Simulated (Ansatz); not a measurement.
## SiC (Moissanite 3C, F-43m): zone-centre modes against carrier density

Aim: how far do free carriers move the optical modes of SiC (Moissanite 3C, F-43m)?

Program: Ansatz 0.2.0. Level of theory: DFT LDA, scalar-relativistic, plane waves, PAW; PAW set soft_1. Results are calculated unless marked as measured.

### 1. The starting structure

It takes space group F-43m (No. 216, cubic). Conventional cell: a = 4.358 Å, b = 4.358 Å, c = 4.358 Å, α = 90.00°, β = 90.00°, γ = 90.00°. Nearest to C lie 4 Si at 1.89 Å. Nearest to Si lie 4 C at 1.89 Å. Farther neighbours are not listed.

### 2. Bringing the structure to rest

The cell and atoms are relaxed, since residual forces and stress would shift the frequencies.

input.yaml reads:

```yaml
crystal:
  lattice:
    - [0.0, 2.179, 2.179]
    - [2.179, 0.0, 2.179]
    - [2.179, 2.179, 0.0]
  atoms:
    - { symbol: C, position: [0.75, 0.75, 0.75] }
    - { symbol: Si, position: [0.0, 0.0, 0.0] }
kpoints:
  mp_grid: { grid: [10, 10, 10] }
hamiltonian:
  xc: lda
  pseudopotentials: { kind: paw, azcp: { folder: soft_1 }, xc_functional: pbe }
scf:
  occupations: { method: gaussian, width: 0.02 }
output:
  forces: true
  stress: true
  eigenvalues: true
  write_density: true
  write_potential: true
  elf: true
  volumetric_format: npy
relax:
  adjacent_minimum: "off"
  f_tol: 0.005
  max_steps: 80
  cell: { stress_tol: 0.05 }
```

Run with:

```sh
ansatz run input.yaml --threads 8 --pin off --max-ram 16384MiB --backend cpu --events-out ev --progress --plain --runs-dir out
```

Numbers of over 12 decimals in the logs are rounded to 6 here.

The program printed:

```text
Engine: ansatz 0.2.0, aarch64-unknown-linux-gnu
Pseudopotentials: kind: paw
Pseudopotential: C, paw, valence charge 4, recommended cutoff 420 eV (normal), soft_1/C.paw.azcp
Pseudopotential: Si, paw, valence charge 4, recommended cutoff 420 eV (normal), soft_1/Si.paw.azcp
Functional definition: SPW92
  exchange = slater_x
  correlation = pw_c
Crystal: 2 atoms, lattice volume = 20.692 Å³
Basis set: ecut = 420 eV, 411 PW (Γ)
Bands: 8, of which v1, the nominal top of the filled ones, is band 4 counted from 1 (3 counted from 0)
Symmetry: 24 space group operations
Space group: F-43m (ITA 216), of the structure as read, at distance tolerance 2.7e-5 Å
k-points: 47 of 1000 (time reversal used)
Non-local potential: C, projectors of the file, l = 0: 2, l = 1: 2, l = 2: 1
Non-local potential: Si, projectors of the file, l = 0: 2, l = 1: 2, l = 2: 1
PAW form: soft (Blöchl's): semilocal exchange-correlation on the pseudo side does not see the compensation charge
PAW frozen core: C, regenerated for the run's functional, and the local potential with it (the file was generated under x = pbe(κ = 0.804, μ = 0.219515), c = pbe(β = 0.066725))
PAW frozen core: Si, regenerated for the run's functional, and the local potential with it (the file was generated under x = pbe(κ = 0.804, μ = 0.219515), c = pbe(β = 0.066725))
PAW one-centre angular grid: C, 110 points (default); XC on 64 Gauss nodes
PAW one-centre angular grid: Si, 110 points (default); XC on 64 Gauss nodes
Initial density: superposition of atomic densities (chi_scale 0.1, normalization cell, long waves kept (reshape's long-wave potential 0.00 eV rms))
Initial wavefunctions: pseudopotential atomic-orbital guess
Functional: x = slater, c = lda
SCF iter   1: F=—  HF=-853.735336 eV  |F-HF|=—  |Δ(HF+E_count)|=         —  Δρ=1.37e-1  dr2=4.76e0  ethr=3.10e-3  ⟨swp⟩=6.1  Hψ=3207  notcnv=0
preconditioner: auto → none  [insulator: Δε(μ)=3.327 eV  Ē_g=14.658 eV  σ=0.020 eV  W_gap=1.00  n_scr=0 (ndim 8)  ℏωp=23.1 eV  f_vac=0.000  D(μ)=0.00/eV (n_scr^D=0)  ε∞_Penn≈3.5]
SCF iter   2: F=—  HF=-852.310339 eV  |F-HF|=—  |Δ(HF+E_count)|=    1.42e0  Δρ=5.07e-2  dr2=3.54e-1  ethr=3.10e-3  ⟨swp⟩=3.1  Hψ=1305  notcnv=0
SCF iter   3: F=—  HF=-852.207830 eV  |F-HF|=—  |Δ(HF+E_count)|=   1.03e-1  Δρ=1.88e-2  dr2=3.86e-2  ethr=3.10e-3  ⟨swp⟩=2.3  Hψ=795  notcnv=0
SCF iter   4: F=—  HF=-852.199179 eV  |F-HF|=—  |Δ(HF+E_count)|=   8.65e-3  Δρ=1.34e-3  dr2=1.92e-4  ethr=4.82e-4  ⟨swp⟩=2.0  Hψ=561  notcnv=0
SCF iter   5: F=—  HF=-852.199251 eV  |F-HF|=—  |Δ(HF+E_count)|=   7.21e-5  Δρ=1.68e-4  dr2=1.88e-6  ethr=2.41e-6  ⟨swp⟩=2.4  Hψ=557  notcnv=0
SCF iter   6: F=—  HF=-852.199252 eV  |F-HF|=—  |Δ(HF+E_count)|=   8.37e-7  Δρ=3.53e-5  dr2=1.14e-7  ethr=1.25e-9  ⟨swp⟩=10.4  Hψ=2787  notcnv=0
SCF iter   7: F=-852.199252 eV  HF=-852.199252 eV  |F-HF|=4.22e-10  |Δ(HF+E_count)|=   2.86e-8  Δρ=5.35e-6  dr2=2.24e-9  ethr=1.25e-9  ⟨swp⟩=7.0  Hψ=1639  notcnv=0
SCF 1 converged in 7 iterations: F = -852.199252 eV  dr2 = 2.24e-9
  greatest PAW one-centre occupation: 0.639 electrons in one spin orbital (limit 2), on the C atom at site 0 (counted from 0), in its partial waves of l = 0
relax step   1: F+E_penalty+E_count = -852.19925176 eV  Δ(F+E_penalty+E_count) = +0.000e0 eV  max|allowed force component| = 3.146e-16 eV/Å  Δτ_max = 0.0000 Å  P = -4.419 GPa  Ω = 20.692 Å³  (7 SCF iters, dr2 threshold 1.00e-7 eV, accepted)
Crystal: 2 atoms, lattice volume = 20.475 Å³
Initial density: handed on by an earlier stage of this run
Initial wavefunctions: those handed on with the density
iter 1 solved again at ethr=2.35e-5 eV; its pass at ethr=3.10e-3 eV (dr2=1.88e-3 eV) is discarded
SCF iter   1: F=—  HF=-852.204584 eV  |F-HF|=—  |Δ(HF+E_count)|=         —  Δρ=2.69e-3  dr2=1.83e-3  ethr=2.35e-5  ⟨swp⟩=1.2  Hψ=3318  notcnv=0
preconditioner: auto → none  [insulator: Δε(μ)=1.345 eV  Ē_g=14.023 eV  σ=0.020 eV  W_gap=1.00  n_scr=0 (ndim 8)  ℏωp=23.2 eV  f_vac=0.000  D(μ)=0.00/eV (n_scr^D=0)  ε∞_Penn≈3.7]
SCF iter   2: F=—  HF=-852.204007 eV  |F-HF|=—  |Δ(HF+E_count)|=   5.77e-4  Δρ=7.58e-4  dr2=1.01e-4  ethr=2.29e-5  ⟨swp⟩=2.5  Hψ=729  notcnv=0
SCF iter   3: F=—  HF=-852.203972 eV  |F-HF|=—  |Δ(HF+E_count)|=   3.47e-5  Δρ=2.02e-4  dr2=7.12e-6  ethr=1.26e-6  ⟨swp⟩=2.6  Hψ=549  notcnv=0
SCF iter   4: F=-852.203968 eV  HF=-852.203968 eV  |F-HF|=2.13e-8  |Δ(HF+E_count)|=   3.32e-6  Δρ=2.20e-5  dr2=6.05e-8  ethr=2.50e-9  ⟨swp⟩=6.6  Hψ=2235  notcnv=0
SCF 2 converged in 4 iterations: F = -852.203968 eV  dr2 = 6.05e-8
  greatest PAW one-centre occupation: 0.641 electrons in one spin orbital (limit 2), on the C atom at site 0 (counted from 0), in its partial waves of l = 0
relax step   2: F+E_penalty+E_count = -852.20396844 eV  Δ(F+E_penalty+E_count) = -4.717e-3 eV  max|allowed force component| = 9.021e-17 eV/Å  Δτ_max = 0.0000 Å  P = -2.105 GPa  Ω = 20.475 Å³  energy of the carried Pulay correction = +2.774e-4 eV  (4 SCF iters, dr2 threshold 2.00e-7 eV, accepted)
Crystal: 2 atoms, lattice volume = 20.281 Å³
iter 1 solved again at ethr=1.93e-5 eV; its pass at ethr=3.10e-3 eV (dr2=1.55e-3 eV) is discarded
SCF iter   1: F=—  HF=-852.205970 eV  |F-HF|=—  |Δ(HF+E_count)|=         —  Δρ=2.45e-3  dr2=1.51e-3  ethr=1.93e-5  ⟨swp⟩=1.2  Hψ=3285  notcnv=0
preconditioner: auto → none  [insulator: Δε(μ)=1.334 eV  Ē_g=14.110 eV  σ=0.020 eV  W_gap=1.00  n_scr=0 (ndim 8)  ℏωp=23.3 eV  f_vac=0.000  D(μ)=0.00/eV (n_scr^D=0)  ε∞_Penn≈3.7]
SCF iter   2: F=—  HF=-852.205492 eV  |F-HF|=—  |Δ(HF+E_count)|=   4.78e-4  Δρ=6.83e-4  dr2=7.97e-5  ethr=1.88e-5  ⟨swp⟩=2.5  Hψ=729  notcnv=0
SCF iter   3: F=—  HF=-852.205466 eV  |F-HF|=—  |Δ(HF+E_count)|=   2.65e-5  Δρ=1.87e-4  dr2=5.90e-6  ethr=9.96e-7  ⟨swp⟩=2.6  Hψ=548  notcnv=0
SCF iter   4: F=-852.205463 eV  HF=-852.205463 eV  |F-HF|=1.87e-8  |Δ(HF+E_count)|=   2.76e-6  Δρ=2.06e-5  dr2=5.33e-8  ethr=2.50e-9  ⟨swp⟩=6.5  Hψ=2152  notcnv=0
SCF 3 converged in 4 iterations: F = -852.205463 eV  dr2 = 5.33e-8
  greatest PAW one-centre occupation: 0.642 electrons in one spin orbital (limit 2), on the C atom at site 0 (counted from 0), in its partial waves of l = 0
relax step   3: F+E_penalty+E_count = -852.20546310 eV  Δ(F+E_penalty+E_count) = -1.495e-3 eV  max|allowed force component| = 1.850e-16 eV/Å  Δτ_max = 0.0000 Å  P = +0.062 GPa  Ω = 20.281 Å³  energy of the carried Pulay correction = +5.272e-4 eV  (4 SCF iters, dr2 threshold 2.00e-7 eV, accepted)
[...]
relax step   4: F+E_penalty+E_count = -852.20545710 eV  Δ(F+E_penalty+E_count) = +5.994e-6 eV  max|allowed force component| = 1.180e-16 eV/Å  Δτ_max = 0.0000 Å  P = +0.000 GPa  Ω = 20.286 Å³  energy of the carried Pulay correction = +5.201e-4 eV  (3 SCF iters, dr2 threshold 9.49e-9 eV, accepted)
Initial wavefunctions: pseudopotential atomic-orbital guess (no wavefunctions were taken with the density)
iter 1 solved again at ethr=1.23e-7 eV; its pass at ethr=3.10e-3 eV (dr2=9.87e-6 eV) is discarded
SCF iter   1: F=—  HF=-852.204955 eV  |F-HF|=—  |Δ(HF+E_count)|=         —  Δρ=6.28e-5  dr2=1.06e-7  ethr=1.23e-7  ⟨swp⟩=3.1  Hψ=4431  notcnv=0
preconditioner: auto → none  [insulator: Δε(μ)=1.301 eV  Ē_g=14.096 eV  σ=0.020 eV  W_gap=1.00  n_scr=0 (ndim 8)  ℏωp=23.3 eV  f_vac=0.000  D(μ)=0.00/eV (n_scr^D=0)  ε∞_Penn≈3.7]
SCF iter   2: F=—  HF=-852.204955 eV  |F-HF|=—  |Δ(HF+E_count)|=   1.34e-7  Δρ=3.11e-5  dr2=2.49e-8  ethr=1.32e-9  ⟨swp⟩=2.3  Hψ=558  notcnv=0
SCF iter   3: F=—  HF=-852.204955 eV  |F-HF|=—  |Δ(HF+E_count)|=   2.85e-8  Δρ=7.70e-6  dr2=5.09e-9  ethr=3.11e-10  ⟨swp⟩=2.0  Hψ=537  notcnv=0
SCF iter   4: F=-852.204955 eV  HF=-852.204955 eV  |F-HF|=1.36e-12  |Δ(HF+E_count)|=  2.07e-10  Δρ=5.50e-7  dr2=1.79e-11  ethr=1.00e-12  ⟨swp⟩=4.9  Hψ=1815  notcnv=0
SCF 5 converged in 4 iterations: F = -852.204955 eV  dr2 = 1.79e-11
relax step   5: F+E_penalty+E_count = -852.20495544 eV  Δ(F+E_penalty+E_count) = +5.017e-4 eV  max|allowed force component| = 1.411e-16 eV/Å  Δτ_max = 0.0000 Å  P = -0.041 GPa  Ω = 20.286 Å³  stress off target by 4.06e-2 GPa  SCF on the basis re-selected at this cell (its energy is not comparable with the rows above)  (4 SCF iters)
basis re-selected at this cell: Δ(F+E_penalty+E_count) = +5.017e-4 eV, ΔP = -0.041 GPa vs the last step (what re-selecting the basis moved, of the pressure what is left beyond the Pulay correction that the steps carried, after the strain that the cell walked since its last selection, with what the two solves' SCF thresholds leave and, on support functions, any second-order correction that the steps lacked; it is no m [...]
SCF converged after 4 iterations
Free energy (F): -852.204955 eV
Harris-Foulkes:  -852.204955 eV  (|F-HF|=1.36e-12)
Internal energy: -852.204955 eV  (E = F + TS)
E sigma→0 (E₀):  -852.204955 eV
Fermi energy:    10.146731 eV
--- Per-component energies (eV) ---
  E_band       = 28.623212
  E_kinetic    = 134.314714
  E_local      = -95.856424  (includes V_loc(G=0)·N_el)
  E_nonlocal   = 47.391120
  E_hartree    = 31.336274
  E_xc         = -105.209988
  E_vxc        = -109.124426  (∫ρ·V_xc dr)
  E_paw        = -577.657827  (= ΣΔE_a)
  E_vpaw       = -10.774355  (= ΣTr[D̂ρ^β])
  E_aug_tail   = 0.000048  (compensation charges beyond the density's cutoff)
  E_ewald      = -286.670034
  E_core_change = 0.147163  (= ΣΔE_core)
  E_smearing   = -0.000000  (= −TS)
  E_closure    = 0.000000  (closes the sum)
  Σ components = -852.204955   (vs F -852.204955, Δ=0.00e0)
--- Forces (eV/Å), atoms counted from 1 ---
  atom   1  C     -0.00000000    -0.00000000    -0.00000000
  atom   2  Si    -0.00000000     0.00000000     0.00000000
  max |Σ_I F_I| component: 1.11e-16 eV/Å
--- Stress (GPa, compression-positive) ---
       -0.040648       0.000000       0.000000
        0.000000      -0.040648       0.000000
        0.000000       0.000000      -0.040648
  P = ⅓ Tr σ = -0.0406 GPa (-0.406 kbar)
--- Band table (eV; the first three rows and the last of 47) ---
  k-point 0: bands = ["-5.9834", "9.4964", "9.4964", "9.4964", "15.9893", "16.8289", "16.8289", "16.8289"]
  k-point 1: bands = ["-5.7843", "8.4950", "9.3614", "9.3614", "16.1727", "17.0735", "17.0735", "17.1538"]
  k-point 2: bands = ["-5.1953", "6.3654", "9.0513", "9.0513", "15.8219", "17.4293", "17.4293", "18.3660"]
  k-point 46: bands = ["-0.5599", "2.3083", "4.5896", "4.8244", "14.1450", "17.5559", "19.5945", "20.7197"]
--- Relaxed structure (4 steps of the walk, 4 accepted, 1 SCFs on fresh bases) ---
  F+E_penalty+E_count = -852.20495544 eV   max|allowed force component| = 1.411e-16 eV/Å   (the final SCF, on the basis selected at the relaxed cell)
  cell:  # Å, volume = 20.2862 Å³
    - [0, 2.164662, 2.164662]
    - [2.164662, 0, 2.164662]
    - [2.164662, 2.164662, 0]
  atoms:
    - { symbol: C, position: [0.75, 0.75, 0.75] }
    - { symbol: Si, position: [0, 0, 0] }
```

It took 1.4 s on 8 threads of Arm Neoverse V1, shared host; peak memory 0.29 GiB; 7.6 s of CPU time.

Step by step:

```tsv
step	energy less that of the first step (eV)	largest force component (eV/Å)	pressure (GPa)	volume (Å³)
1	0.0000	0.0000	-4.42	20.69
2	-0.0047	0.0000	-2.11	20.47
3	-0.0062	0.0000	0.06	20.28
4	-0.0062	0.0000	0.00	20.29
5*	-0.0057	0.0000	-0.04	20.29
```

Relaxation steps marked * repeat the geometry before them on a plane-wave basis chosen anew for their cell, so energy and pressure can jump there.

Forces are held to the 24 operations that the run works with; a distortion that breaks them can't arise in this run.

```tsv
conventional cell, symmetrised	before	after	change
a (Å)	4.358	4.329	-0.7 %
b (Å)	4.358	4.329	-0.7 %
c (Å)	4.358	4.329	-0.7 %
volume (Å³/atom)	10.35	10.14	-2.0 %
```

The relaxed structure:

```
C Si
1.0
     0.00000    2.16466    2.16466
     2.16466    0.00000    2.16466
     2.16466    2.16466    0.00000
C Si
1 1
Cartesian
  3.2470 3.2470 3.2470
  0.0000 0.0000 0.0000
```

This step gave:

```
pressure          : -0.04065 GPa
gap on the k-mesh : 1.301 eV
volume per atom   : 10.14 Å³
```

ELF in the ac plane of a cell with a along [110], b along [-110] and c along [001] of the cube at fractional y = 0.000, with atoms of C and Si within 0.2 Å of it. It is the smooth field of the valence electrons, not physical close to the nuclei.

Ten even steps from '0' (0.03) to '9' (0.90), each cell a mean:
```
22343432223444422
33210123332211223
33100013432100123
11000001111000011
00011100000011000
00145410000355300
01478741003688620
13666663125766752
36841486347712774
48963698469844896
37997997359988995
34887884336877863
```
Columns run along a (6.1 Å), rows up along c (4.3 Å), edges of the conventional cell, whose origin can differ from the input's. Atoms in or near the plane, at fractional coordinates: C at (0.75, 0.25), C at (0.25, 0.25), Si at (0.50, 0.00), Si at (0.00, 0.00).

Electrostatic potential energy in the ac plane of a cell with a along [110], b along [-110] and c along [001] of the cube at fractional y = 0.000, with atoms of C and Si within 0.2 Å of it. With pseudopotentials it is smooth inside the atoms' cores, unlike the true potential.

Values in eV, 7 rows by 16 columns, each cell a mean:
```
-18 -20   0   9  11   6 -13 -21 -18 -20   0   9  11   6 -13 -21
  1   5   9  11  11  10   7   3   1   5   9  11  11  10   7   3
 13  12  12  11  11  12  12  13  13  12  12  11  11  12  12  13
 13  13  12   9   8  11  13  13  13  13  12   9   8  11  13  13
 12  11   1 -25 -30 -10   9  11  12  11   1 -25 -30 -10   9  11
 -7  -1  -5 -33 -37 -17   1  -5  -7  -1  -5 -33 -37 -17   1  -5
-10 -23  -3   4   3   3 -17 -17 -10 -23  -3   4   3   3 -17 -17
```
Columns run along a (6.1 Å; values clipped at the 3rd and 97th percentile), rows up along c (4.3 Å), edges of the conventional cell, whose origin can differ from the input's. Atoms in or near the plane, at fractional coordinates: C at (0.75, 0.25), C at (0.25, 0.25), Si at (0.50, 0.00), Si at (0.00, 0.00).

Valence density in the ac plane of a cell with a along [110], b along [-110] and c along [001] of the cube at fractional y = 0.000, with atoms of C and Si within 0.2 Å of it. It is the smooth field of the valence electrons, not physical close to the nuclei.

Ten even steps from '_' (0.1 e/Å³) to '@' (1.7 e/Å³), each cell a mean:
```
__......__......____....____....__
....__________........________....
....__________......____________..
__________________________________
__________________________________
______......____________....______
____..--==::..________::----::____
__..--**%%**::..____..==%%%%==..__
..::++@@@@@@==::....--##@@@@##--..
..--**@@@@@@++--..::==%%@@@@##==::
..--==******==::..::==++****++--..
__..::::::::::..__..::::::::::::__
```
Columns run along a (6.1 Å), rows up along c (4.3 Å), edges of the conventional cell, whose origin can differ from the input's. Atoms in or near the plane, at fractional coordinates: C at (0.75, 0.25), C at (0.25, 0.25), Si at (0.50, 0.00), Si at (0.00, 0.00).

In this step the volume went from 10.35 to 10.14 Å³/atom.

### 3. Tight relaxation

Phonons need small forces and stress, so the relaxation is finished with tight tolerances on 12×12×12 k points.

input.yaml reads:

```yaml
crystal:
  lattice:
    - [0.0, 2.1646624425, 2.1646624425]
    - [2.1646624425, 0.0, 2.1646624425]
    - [2.1646624425, 2.1646624425, 0.0]
  atoms:
    - { symbol: C, position: [0.75, 0.75, 0.75] }
    - { symbol: Si, position: [0.0, 0.0, 0.0] }
kpoints:
  mp_grid: { grid: [12, 12, 12] }
hamiltonian:
  xc: lda
  pseudopotentials: { kind: paw, azcp: { folder: soft_1 }, xc_functional: pbe }
scf:
  occupations: { method: fixed }
output:
  forces: true
  stress: true
  eigenvalues: true
relax:
  adjacent_minimum: "off"
  f_tol: 0.001
  max_steps: 60
  cell: { stress_tol: 0.01 }
```

The program printed:

```text
[...]
Crystal: 2 atoms, lattice volume = 20.286 Å³
Basis set: ecut = 420 eV, 411 PW (Γ)
Bands: 8, of which v1, the nominal top of the filled ones, is band 4 counted from 1 (3 counted from 0)
Symmetry: 24 space group operations
[...]
k-points: 72 of 1728 (time reversal used)
[...]
0.000000       0.000000      -0.000045
  P = ⅓ Tr σ = -0.0000 GPa (-0.000 kbar)
--- Band table (eV; the first three rows and the last of 72) ---
[...]
--- Relaxed structure (3 steps of the walk, 3 accepted, 1 SCFs on fresh bases) ---
[...]
cell:  # Å, volume = 20.2826 Å³
    - [0, 2.164534, 2.164534]
    - [2.164534, 0, 2.164534]
    - [2.164534, 2.164534, 0]
  atoms:
    - { symbol: C, position: [0.75, 0.75, 0.75] }
    - { symbol: Si, position: [0, 0, 0] }
[key lines of the parts left out:]
SCF converged after 4 iterations
Free energy (F): -852.205128 eV
Fermi energy:    9.498478 eV
```

Wall time 1.3 s (8 threads); peak memory 0.3 GiB.

Little changed from the start: no atom moved by 0.005 Å and no cell edge by 0.1 %.

This step gave:

| Quantity | Value |
| --- | --- |
| pressure | -4.53e-5 GPa |

The forces vanish by symmetry and the pressure is 0.000 GPa, within the tolerances set. The cell now holds 10.14 Å³/atom.

### 4. Ground state of a member: no carriers

The cell of the neutral crystal is kept with no carriers. The bands are sampled on 36×36×36 points with Fermi-Dirac filling of 0.03 eV.

input.yaml, the sections that differ from step 3:

```yaml
crystal:
  lattice:
    - [0.0, 2.1645341324, 2.1645341324]
    - [2.1645341324, 0.0, 2.1645341324]
    - [2.1645341324, 2.1645341324, 0.0]
  atoms:
    - { symbol: C, position: [0.75, 0.75, 0.75] }
    - { symbol: Si, position: [0.0, 0.0, 0.0] }
kpoints:
  mp_grid: { grid: [36, 36, 36] }
scf:
  occupations: { method: fermi_dirac, width: 0.03 }
# hamiltonian, output: as in step 3
# relax: removed
```

The program printed:

```text
[...]
Crystal: 2 atoms, lattice volume = 20.283 Å³
Basis set: ecut = 420 eV, 411 PW (Γ)
Bands: 8, of which v1, the nominal top of the filled ones, is band 4 counted from 1 (3 counted from 0)
Symmetry: 24 space group operations
[...]
k-points: 1240 of 46656 (time reversal used)
[...]
SCF iter   1: F=—  HF=-853.799643 eV  |F-HF|=—  |Δ(HF+E_count)|=         —  Δρ=1.41e-1  dr2=4.89e0  ethr=3.10e-3  ⟨swp⟩=6.1  Hψ=85351  notcnv=0
[...]
SCF iter   7: F=-852.205144 eV  HF=-852.205144 eV  |F-HF|=2.37e-10  |Δ(HF+E_count)|=   2.27e-8  Δρ=4.52e-6  dr2=1.53e-9  ethr=1.13e-9  ⟨swp⟩=3.0  Hψ=34213  notcnv=0
SCF 1 converged in 7 iterations: F = -852.205144 eV  dr2 = 1.53e-9
[...]
SCF converged after 7 iterations
Free energy (F): -852.205144 eV
[...]
Internal energy: -852.205144 eV  (E = F + TS)
E sigma→0 (E₀):  -852.205144 eV
Fermi energy:    10.185167 eV
[...]
--- Stress (GPa, compression-positive) ---
       -0.000314       0.000000      -0.000000
        0.000000      -0.000314       0.000000
       -0.000000       0.000000      -0.000314
  P = ⅓ Tr σ = -0.0003 GPa (-0.003 kbar)
--- Band table (eV; the first three rows and the last of 1240) ---
[...]
```

Elapsed: 4 s, on 8 threads; peak memory 0.61 GiB; 29 s of CPU time.

Reading the cycles: dr2 is the Hartree energy of the density residual (eV), the measure of convergence; HF is the Harris–Foulkes estimate of the energy, which meets the free energy F at convergence.

The forces vanish by symmetry.

(Continued in part 2 of 2.)

[Logs are printed without paths, hosts, clocks, repeated set-up lines and the standing remarks that a program may print on its own settings, such as how far it seeks lower states.]

[Hosts, paths, dates, database ids (printed as entryN), source tags and the programs' standing remarks are cut or masked in the printed files.]
